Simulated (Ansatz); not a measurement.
# Decaying states in the gap of LuClF2

A new crystal, LuClF2: structure, gap and complex bands. It is built by putting Cl for part of the F in the LuF3 structure of space group P-3m1, with the volume rescaled by atomic radii. The parent structure comes from the Materials Project.

Program: Ansatz 0.2.0. Level of theory: PBEsol DFT, plane waves, PAW files, in the first sound run; inputs show where later runs differ. Results are calculated unless marked as measured.

The structure was built from a prototype and need not be the compound's stable phase.

**1. The structure**

It takes space group P-3m1 (No. 164, trigonal). Conventional cell: a = 4.044 Å, b = 4.044 Å, c = 4.458 Å, α = 90.00°, β = 90.00°, γ = 120.00°. Nearest to Lu lie 2 Cl at 2.23 Å and 6 F at 2.39 Å. Nearest to F lie 3 Lu at 2.39 Å. Nearest to Cl lie 2 Lu at 2.23 Å. It derives from LuF3. Cl for part of the F in the LuF3 structure of space group P-3m1. Farther neighbours and most contacts between anions are not listed.

**2. Relaxing the new crystal**

The substituted atoms don't fit the parent's cell, so cell and atoms relax together. A small smearing keeps the run stable in case the gap closes on the way.

Contents of input.yaml:

```yaml
crystal:
  lattice:
    - [4.0435099674, 0.0, 0.0]
    - [-2.0217549837, 3.5017823522, 0.0]
    - [0.0, 0.0, 4.4581527687]
  atoms:
    - { symbol: Lu, position: [0.0, 0.0, 0.5] }
    - { symbol: F, position: [0.3333333333, 0.6666666667, 0.60998933] }
    - { symbol: F, position: [0.6666666667, 0.3333333333, 0.39001067] }
    - { symbol: Cl, position: [0.0, 0.0, 0.0] }
kpoints:
  mp_grid: { grid: [6, 6, 6] }
scf:
  occupations: { method: gaussian, width: 0.03 }
hamiltonian:
  xc: pbesol
output:
  forces: true
  stress: true
relax:
  f_tol: 0.02
  max_steps: 60
  cell: {}
```

Launch:

```bash
$ ansatz run input.yaml --threads 2 --pin off --max-ram 4096MiB --backend cpu --events-out ev --progress --plain --runs-dir out
```

Numbers of over 12 decimals in the logs are rounded to 6 here.

Output:

```text
Engine: ansatz 0.2.0, aarch64-unknown-linux-gnu
Pseudopotentials: kind: paw
Pseudopotential: Lu, paw, valence charge 25, recommended cutoff 420 eV (normal), Lu.paw.azcp
Pseudopotential: F, paw, valence charge 7, recommended cutoff 420 eV (normal), F.paw.azcp
Pseudopotential: Cl, paw, valence charge 7, recommended cutoff 420 eV (normal), Cl.paw.azcp
Functional definition: PBEsol
  exchange = pbesol_x
  correlation = pbesol_c
Crystal: 4 atoms, lattice volume = 63.125 Å³
Basis set: ecut = 420 eV, 1239 PW (Γ), exchange–correlation on 60×60×60 points (8 copies of the dense FFT grid, shifted against one another)
Bands: 28, of which v1, the nominal top of the filled ones, is band 23 counted from 1 (22 counted from 0)
Symmetry: 12 space group operations
Space group: P-3m1 (ITA 164), of the structure as read, at distance tolerance 4.0e-5 Å
k-points: 34 of 216
Non-local potential: Lu, projectors of the file, l = 0: 3, l = 1: 2, l = 2: 2, l = 3: 3
Non-local potential: F, projectors of the file, l = 0: 2, l = 1: 2, l = 2: 1
Non-local potential: Cl, projectors of the file, l = 0: 2, l = 1: 2, l = 2: 2
PAW form: soft (Blöchl's): semilocal exchange-correlation on the pseudo side does not see the compensation charge
PAW frozen core: Lu, regenerated for the run's functional, and the local potential with it (the file was generated under x = pbe(κ = 0.804, μ = 0.219515), c = pbe(β = 0.066725))
PAW frozen core: F, regenerated for the run's functional, and the local potential with it (the file was generated under x = pbe(κ = 0.804, μ = 0.219515), c = pbe(β = 0.066725))
PAW frozen core: Cl, regenerated for the run's functional, and the local potential with it (the file was generated under x = pbe(κ = 0.804, μ = 0.219515), c = pbe(β = 0.066725))
PAW one-centre angular grid: Lu, 590 points (default); XC on 64 Gauss nodes
PAW one-centre angular grid: F, 110 points (default); XC on 64 Gauss nodes
PAW one-centre angular grid: Cl, 110 points (default); XC on 64 Gauss nodes
Initial density: superposition of atomic densities (neutral atoms: chi_scale 0, normalization atom), corrected by the library's trained network
Initial wavefunctions: pseudopotential atomic-orbital guess
Functional: x = pbesol(κ = 0.804, μ = 0.123457), c = pbesol(β = 0.046)
SCF iter   1: F=—  HF=-17279.389745 eV  |F-HF|=—  |Δ(HF+E_count)|=         —  Δρ=1.40e-2  dr2=8.30e-2  ethr=1.77e-3  ⟨swp⟩=6.2  Hψ=4870  notcnv=0
preconditioner: auto → Resta (q_TF=auto, 2.588 Å⁻¹)  ε∞=5.3  [insulator: Δε(μ)=5.033 eV  Ē_g=15.003 eV  σ=0.030 eV  W_gap=1.00  n_scr=20 (ndim 8)  ℏωp=31.0 eV  f_vac=0.156  D(μ)=0.00/eV (n_scr^D=0)  ε∞_Penn≈5.3]
SCF iter   2: F=—  HF=-17279.365733 eV  |F-HF|=—  |Δ(HF+E_count)|=   2.40e-2  Δρ=2.92e-3  dr2=2.44e-3  ethr=1.80e-4  ⟨swp⟩=2.9  Hψ=2170  notcnv=0  defer=34
SCF iter   3: F=—  HF=-17279.365577 eV  |F-HF|=—  |Δ(HF+E_count)|=   1.56e-4  Δρ=1.54e-3  dr2=9.85e-4  ethr=5.32e-6  ⟨swp⟩=2.0  Hψ=1709  notcnv=0  defer=34
SCF iter   4: F=—  HF=-17279.365794 eV  |F-HF|=—  |Δ(HF+E_count)|=   2.17e-4  Δρ=6.61e-4  dr2=2.84e-4  ethr=2.14e-6  ⟨swp⟩=2.0  Hψ=1712  notcnv=0  defer=34
SCF iter   5: F=—  HF=-17279.365745 eV  |F-HF|=—  |Δ(HF+E_count)|=   4.82e-5  Δρ=1.91e-4  dr2=3.66e-5  ethr=6.18e-7  ⟨swp⟩=2.0  Hψ=1630  notcnv=0  defer=34
SCF iter   6: F=—  HF=-17279.365745 eV  |F-HF|=—  |Δ(HF+E_count)|=   7.46e-7  Δρ=9.19e-5  dr2=5.26e-6  ethr=7.96e-8  ⟨swp⟩=2.0  Hψ=1519  notcnv=0  defer=34
SCF iter   7: F=—  HF=-17279.365750 eV  |F-HF|=—  |Δ(HF+E_count)|=   5.00e-6  Δρ=2.18e-5  dr2=2.58e-7  ethr=1.14e-8  ⟨swp⟩=2.0  Hψ=1577  notcnv=0  defer=34
SCF iter   8: F=-17279.365750 eV  HF=-17279.365750 eV  |F-HF|=1.48e-8  |Δ(HF+E_count)|=   2.11e-7  Δρ=6.65e-6  dr2=2.42e-8  ethr=2.17e-10  ⟨swp⟩=5.9  Hψ=4770  notcnv=0
SCF 1 converged in 8 iterations: F = -17279.365750 eV  dr2 = 2.42e-8
  greatest PAW one-centre occupation: 0.998 electrons in one spin orbital (limit 2), on the Lu atom at site 0 (counted from 0), in its partial waves of l = 0
relax step   1: F+E_penalty+E_count = -17279.36574983 eV  Δ(F+E_penalty+E_count) = +0.000e0 eV  max|allowed force component| = 7.392e-1 eV/Å  Δτ_max = 0.0000 Å  P = +13.227 GPa  Ω = 63.125 Å³  (8 SCF iters, dr2 threshold 1.00e-7 eV, accepted)
Crystal: 4 atoms, lattice volume = 65.012 Å³
Basis set: ecut = 420 eV, 1287 PW (Γ), exchange–correlation on 60×60×60 points (8 copies of the dense FFT grid, shifted against one another)
Initial density: handed on by an earlier stage of this run
Initial wavefunctions: those handed on with the density
iter 1 solved again at ethr=1.37e-4 eV; its pass at ethr=3.10e-3 eV (dr2=6.30e-2 eV) is discarded
SCF iter   1: F=—  HF=-17280.305111 eV  |F-HF|=—  |Δ(HF+E_count)|=         —  Δρ=9.94e-3  dr2=6.29e-2  ethr=1.37e-4  ⟨swp⟩=2.1  Hψ=7480  notcnv=0
preconditioner: auto → Resta (q_TF=auto, 2.575 Å⁻¹)  ε∞=5.1  [insulator: Δε(μ)=5.596 eV  Ē_g=15.151 eV  σ=0.030 eV  W_gap=1.00  n_scr=20 (ndim 8)  ℏωp=30.5 eV  f_vac=0.164  D(μ)=0.00/eV (n_scr^D=0)  ε∞_Penn≈5.1]
SCF iter   2: F=—  HF=-17280.286778 eV  |F-HF|=—  |Δ(HF+E_count)|=   1.83e-2  Δρ=4.81e-3  dr2=1.88e-2  ethr=1.37e-4  ⟨swp⟩=3.4  Hψ=1742  notcnv=0
SCF iter   3: F=—  HF=-17280.279448 eV  |F-HF|=—  |Δ(HF+E_count)|=   7.33e-3  Δρ=2.49e-3  dr2=4.06e-3  ethr=4.10e-5  ⟨swp⟩=3.4  Hψ=1970  notcnv=0
SCF iter   4: F=—  HF=-17280.278394 eV  |F-HF|=—  |Δ(HF+E_count)|=   1.05e-3  Δρ=8.14e-4  dr2=4.74e-4  ethr=8.83e-6  ⟨swp⟩=3.5  Hψ=2672  notcnv=0  defer=2
SCF iter   5: F=—  HF=-17280.278430 eV  |F-HF|=—  |Δ(HF+E_count)|=   3.53e-5  Δρ=4.11e-4  dr2=1.69e-4  ethr=1.03e-6  ⟨swp⟩=3.3  Hψ=2412  notcnv=0  defer=2
SCF iter   6: F=—  HF=-17280.278734 eV  |F-HF|=—  |Δ(HF+E_count)|=   3.04e-4  Δρ=1.53e-4  dr2=2.71e-5  ethr=3.68e-7  ⟨swp⟩=3.1  Hψ=2335  notcnv=0  defer=2
SCF iter   7: F=—  HF=-17280.278761 eV  |F-HF|=—  |Δ(HF+E_count)|=   2.75e-5  Δρ=5.11e-5  dr2=2.44e-6  ethr=5.88e-8  ⟨swp⟩=2.7  Hψ=1986  notcnv=0  defer=2
SCF iter   8: F=—  HF=-17280.278766 eV  |F-HF|=—  |Δ(HF+E_count)|=   4.37e-6  Δρ=1.58e-5  dr2=1.81e-7  ethr=8.70e-10  ⟨swp⟩=5.4  Hψ=6012  notcnv=0
SCF iter   9: F=-17280.278766 eV  HF=-17280.278766 eV  |F-HF|=2.90e-9  |Δ(HF+E_count)|=   3.13e-7  Δρ=2.39e-6  dr2=2.36e-9  ethr=3.92e-10  ⟨swp⟩=6.6  Hψ=4877  notcnv=0
SCF 2 converged in 9 iterations: F = -17280.278766 eV  dr2 = 2.36e-9
relax step   2: F+E_penalty+E_count = -17280.27876605 eV  Δ(F+E_penalty+E_count) = -9.130e-1 eV  max|allowed force component| = 6.194e-1 eV/Å  Δτ_max = 0.0360 Å  P = +5.150 GPa  Ω = 65.012 Å³  energy of the carried Pulay correction = -5.153e-3 eV  (9 SCF iters, dr2 threshold 4.00e-7 eV, accepted)
Crystal: 4 atoms, lattice volume = 64.071 Å³
[...]
SCF iter   6: F=—  HF=-17280.846230 eV  |F-HF|=—  |Δ(HF+E_count)|=   5.03e-4  Δρ=2.00e-4  dr2=3.87e-5  ethr=6.00e-7  ⟨swp⟩=3.0  Hψ=2143  notcnv=0  defer=33
SCF iter   7: F=—  HF=-17280.846249 eV  |F-HF|=—  |Δ(HF+E_count)|=   1.92e-5  Δρ=7.80e-5  dr2=3.00e-6  ethr=8.41e-8  ⟨swp⟩=2.7  Hψ=1852  notcnv=0  defer=33
SCF iter   8: F=-17280.846251 eV  HF=-17280.846251 eV  |F-HF|=1.26e-7  |Δ(HF+E_count)|=   1.73e-6  Δρ=1.55e-5  dr2=9.86e-8  ethr=8.70e-10  ⟨swp⟩=6.2  Hψ=7176  notcnv=0
SCF 3 converged in 8 iterations: F = -17280.846251 eV  dr2 = 9.86e-8
relax step   3: F+E_penalty+E_count = -17280.84625073 eV  Δ(F+E_penalty+E_count) = -5.675e-1 eV  max|allowed force component| = 6.784e-2 eV/Å  Δτ_max = 0.1071 Å  P = +4.810 GPa  Ω = 64.071 Å³  energy of the carried Pulay correction = -2.602e-3 eV  (8 SCF iters, dr2 threshold 4.00e-7 eV, accepted)
[... from here on, the SCF cycles and remarks between the steps are left out ...]
relax step   4: F+E_penalty+E_count = -17280.93218206 eV  Δ(F+E_penalty+E_count) = -8.593e-2 eV  max|allowed force component| = 1.371e-1 eV/Å  Δτ_max = 0.0284 Å  P = -0.899 GPa  Ω = 66.420 Å³  energy of the carried Pulay correction = -8.901e-3 eV  (8 SCF iters, dr2 threshold 4.00e-7 eV, accepted)
relax step   5: F+E_penalty+E_count = -17280.94098054 eV  Δ(F+E_penalty+E_count) = -8.798e-3 eV  max|allowed force component| = 2.175e-3 eV/Å  Δτ_max = 0.0479 Å  P = -0.093 GPa  Ω = 66.513 Å³  energy of the carried Pulay correction = -9.144e-3 eV  (6 SCF iters, dr2 threshold 4.00e-7 eV, accepted)
relax step   6: F+E_penalty+E_count = -17280.94112628 eV  Δ(F+E_penalty+E_count) = -1.457e-4 eV  max|allowed force component| = 3.889e-4 eV/Å  Δτ_max = 0.0009 Å  P = +0.002 GPa  Ω = 66.473 Å³  energy of the carried Pulay correction = -9.040e-3 eV  (5 SCF iters, dr2 threshold 1.47e-7 eV, accepted)
relax step   7: F+E_penalty+E_count = -17281.01828193 eV  Δ(F+E_penalty+E_count) = -7.716e-2 eV  max|allowed force component| = 2.817e-3 eV/Å  Δτ_max = 0.0000 Å  P = +1.451 GPa  Ω = 66.473 Å³  stress off target by 3.71e0 GPa  SCF on the basis re-selected at this cell (its energy is not comparable with the rows above)  (9 SCF iters)
relax step   8: F+E_penalty+E_count = -17281.02705581 eV  Δ(F+E_penalty+E_count) = -8.774e-3 eV  max|allowed force component| = 1.999e-3 eV/Å  Δτ_max = 0.0011 Å  P = +0.345 GPa  Ω = 67.226 Å³  energy of the carried Pulay correction = -2.142e-3 eV  (7 SCF iters, dr2 threshold 4.00e-7 eV, accepted)
relax step   9: F+E_penalty+E_count = -17281.02672121 eV  Δ(F+E_penalty+E_count) = +3.346e-4 eV  max|allowed force component| = 1.295e-3 eV/Å  Δτ_max = 0.0011 Å  P = -0.034 GPa  Ω = 67.515 Å³  energy of the carried Pulay correction = -3.009e-3 eV  (6 SCF iters, dr2 threshold 4.00e-7 eV, accepted)
relax step  10: F+E_penalty+E_count = -17281.02682555 eV  Δ(F+E_penalty+E_count) = -1.043e-4 eV  max|allowed force component| = 1.757e-4 eV/Å  Δτ_max = 0.0008 Å  P = -0.002 GPa  Ω = 67.482 Å³  energy of the carried Pulay correction = -2.910e-3 eV  (6 SCF iters, dr2 threshold 6.51e-9 eV, accepted)
relax step  11: F+E_penalty+E_count = -17281.03021396 eV  Δ(F+E_penalty+E_count) = -3.388e-3 eV  max|allowed force component| = 5.261e-4 eV/Å  Δτ_max = 0.0000 Å  P = +0.027 GPa  Ω = 67.482 Å³  stress off target by 1.03e-1 GPa  SCF on the basis re-selected at this cell (its energy is not comparable with the rows above)  (7 SCF iters)
relax step  12: F+E_penalty+E_count = -17281.03018055 eV  Δ(F+E_penalty+E_count) = +3.341e-5 eV  max|allowed force component| = 1.375e-4 eV/Å  Δτ_max = 0.0005 Å  P = -0.002 GPa  Ω = 67.498 Å³  energy of the carried Pulay correction = -4.460e-5 eV  (5 SCF iters, dr2 threshold 2.67e-8 eV, accepted)
iter 1 solved again at ethr=7.42e-8 eV; its pass at ethr=3.10e-3 eV (dr2=3.41e-5 eV) is discarded
SCF iter   1: F=—  HF=-17281.030123 eV  |F-HF|=—  |Δ(HF+E_count)|=         —  Δρ=7.10e-6  dr2=3.18e-8  ethr=7.42e-8  ⟨swp⟩=4.7  Hψ=8751  notcnv=0
preconditioner: auto → Resta (q_TF=auto, 2.559 Å⁻¹)  ε∞=4.8  [insulator: Δε(μ)=5.359 eV  Ē_g=15.302 eV  σ=0.030 eV  W_gap=1.00  n_scr=22 (ndim 8)  ℏωp=30.0 eV  f_vac=0.162  D(μ)=0.00/eV (n_scr^D=0)  ε∞_Penn≈4.8]
SCF iter   2: F=—  HF=-17281.030197 eV  |F-HF|=—  |Δ(HF+E_count)|=   7.41e-5  Δρ=3.91e-6  dr2=1.15e-8  ethr=6.92e-11  ⟨swp⟩=3.4  Hψ=2556  notcnv=0
SCF iter   3: F=—  HF=-17281.030197 eV  |F-HF|=—  |Δ(HF+E_count)|=  1.38e-10  Δρ=2.01e-6  dr2=6.12e-9  ethr=2.50e-11  ⟨swp⟩=2.3  Hψ=1530  notcnv=0
SCF iter   4: F=—  HF=-17281.030197 eV  |F-HF|=—  |Δ(HF+E_count)|=   3.57e-9  Δρ=2.91e-6  dr2=3.68e-9  ethr=1.33e-11  ⟨swp⟩=2.8  Hψ=2194  notcnv=0
SCF iter   5: F=—  HF=-17281.030197 eV  |F-HF|=—  |Δ(HF+E_count)|=   2.05e-9  Δρ=1.56e-6  dr2=7.52e-10  ethr=8.00e-12  ⟨swp⟩=2.2  Hψ=1801  notcnv=0
SCF iter   6: F=—  HF=-17281.030197 eV  |F-HF|=—  |Δ(HF+E_count)|=    0.00e0  Δρ=5.24e-7  dr2=7.38e-11  ethr=1.64e-12  ⟨swp⟩=2.1  Hψ=1499  notcnv=0
SCF iter   7: F=-17281.030197 eV  HF=-17281.030197 eV  |F-HF|=7.28e-12  |Δ(HF+E_count)|=  3.64e-11  Δρ=1.28e-7  dr2=5.25e-12  ethr=1.00e-12  ⟨swp⟩=6.1  Hψ=4905  notcnv=0
SCF 13 converged in 7 iterations: F = -17281.030197 eV  dr2 = 5.25e-12
relax step  13: F+E_penalty+E_count = -17281.03019728 eV  Δ(F+E_penalty+E_count) = -1.673e-5 eV  max|allowed force component| = 1.401e-4 eV/Å  Δτ_max = 0.0000 Å  P = -0.002 GPa  Ω = 67.498 Å³  stress off target by 4.85e-3 GPa  SCF on the basis re-selected at this cell (its energy is not comparable with the rows above)  (7 SCF iters)
basis re-selected at this cell: Δ(F+E_penalty+E_count) = -1.673e-5 eV, ΔP = -0.000 GPa vs the last step (what re-selecting the basis moved, of the pressure what is left beyond the Pulay correction that the steps carried, after the strain that the cell walked since its last selection, with what the two solves' SCF thresholds leave and, on support functions, any second-order correction that the steps lacked; it is no m [...]
SCF converged after 7 iterations
Free energy (F): -17281.030197 eV
Harris-Foulkes:  -17281.030197 eV  (|F-HF|=7.28e-12)
Internal energy: -17281.030197 eV  (E = F + TS)
E sigma→0 (E₀):  -17281.030197 eV
Fermi energy:    8.730315 eV
--- Per-component energies (eV) ---
  E_band       = -181.183751
  E_kinetic    = 991.353320
  E_local      = -9976.508995  (includes V_loc(G=0)·N_el)
  E_nonlocal   = 759.651045
  E_hartree    = 4202.073673
  E_xc         = -479.987574
  E_vxc        = -582.112012  (∫ρ·V_xc dr)
  E_paw        = -8284.220315  (= ΣΔE_a)
  E_vpaw       = 222.281238  (= ΣTr[D̂ρ^β])
  E_aug_tail   = 0.004188  (compensation charges beyond the density's cutoff)
  E_ewald      = -4494.751026
  E_core_change = 1.355485  (= ΣΔE_core)
  E_smearing   = -0.000000  (= −TS)
  E_closure    = 0.000000  (closes the sum)
  Σ components = -17281.030197   (vs F -17281.030197, Δ=0.00e0)
--- Forces (eV/Å), atoms counted from 1 ---
  atom   1  Lu    -0.00000000    -0.00000000     0.00000000
  atom   2  F      0.00000000    -0.00000000    -0.00014012
  atom   3  F     -0.00000000     0.00000000     0.00014012
  atom   4  Cl     0.00000000    -0.00000000     0.00000000
  max |Σ_I F_I| component: 2.71e-20 eV/Å
--- Stress (GPa, compression-positive) ---
       -0.004848       0.000000      -0.000000
        0.000000      -0.004848       0.000000
       -0.000000       0.000000       0.004592
  P = ⅓ Tr σ = -0.0017 GPa (-0.017 kbar)
--- Relaxed structure (10 steps of the walk, 10 accepted, 3 SCFs on fresh bases) ---
  F+E_penalty+E_count = -17281.03019728 eV   max|allowed force component| = 1.401e-4 eV/Å   (the final SCF, on the basis selected at the relaxed cell)
  cell:  # Å, volume = 67.4984 Å³
    - [3.884556, 0, 0]
    - [-1.942278, 3.364124, 1.545604734695758e-17]
    - [0, 1.967724242755159e-17, 5.165117]
  atoms:
    - { symbol: Lu, position: [0, 0, 0.500000] }
    - { symbol: F, position: [0.333333, 0.666667, 0.573623] }
    - { symbol: F, position: [0.666667, 0.333333, 0.426377] }
    - { symbol: Cl, position: [0, 0, 0.0] }
```

Run time: 24 s. Hardware: 2 threads of Arm Neoverse V2, shared host; peak memory 0.39 GiB; 46 s of CPU time.

Relaxation path:

```
step  energy less that of the first step (eV)  largest force component (eV/Å)  pressure (GPa)  volume (Å³)
   1                                   0.0000                          0.7392           13.23        63.13
   2                                  -0.9130                          0.6194            5.15        65.01
   3                                  -1.4805                          0.0678            4.81        64.07
   4                                  -1.5664                          0.1371           -0.90        66.42
   5                                  -1.5752                          0.0022           -0.09        66.51
   6                                  -1.5754                          0.0004            0.00        66.47
  7*                                  -1.6525                          0.0028            1.45        66.47
   8                                  -1.6613                          0.0020            0.34        67.23
   9                                  -1.6610                          0.0013           -0.03        67.52
  10                                  -1.6611                          0.0002            0.00        67.48
 11*                                  -1.6645                          0.0005            0.03        67.48
  12                                  -1.6644                          0.0001            0.00        67.50
 13*                                  -1.6644                          0.0001            0.00        67.50
```

Relaxation steps marked * repeat the geometry before them on a plane-wave basis chosen anew for their cell, so energy and pressure can jump there.

The run keeps the 12 symmetry operations that it works with, so distortions that break them were not tested.

```
     cell as run  before  after   change
           a (Å)   4.044  3.885   -3.9 %
           b (Å)   4.044  3.885   -3.9 %
           c (Å)   4.458  5.165  +15.9 %
volume (Å³/atom)   15.78  16.87   +6.9 %
```

The atoms that moved most (Å, as changes of fractional coordinates times the final cell):

```
atom     dx     dy      dz  length
  F2  0.000  0.000  -0.188   0.188
  F3  0.000  0.000   0.188   0.188
```

The relaxed structure:

```xyz
4
Lattice="3.8846 0.0000 0.0000 -1.9423 3.3641 0.0000 0.0000 0.0000 5.1651" Properties=species:S:1:pos:R:3 pbc="T T T"
Lu    0.0000    0.0000    2.5826
F     0.0000    2.2427    2.9628
F     1.9423    1.1214    2.2023
Cl    0.0000    0.0000    0.0000
```

This step gave:

```
free energy  : -17281.0302 eV
Fermi energy : 8.730 eV
pressure     : -0.001701 GPa
```

The largest force component on a free atom ends at 1.4e-4 eV/Å.

(Continued in part 2 of 3.)

[Logs are printed without paths, hosts, clocks, repeated set-up lines and the standing remarks that a program may print on its own settings, such as how far it seeks lower states.]

[Hosts, paths, dates, database ids (printed as entryN), source tags and the programs' standing remarks are cut or masked in the printed files.]
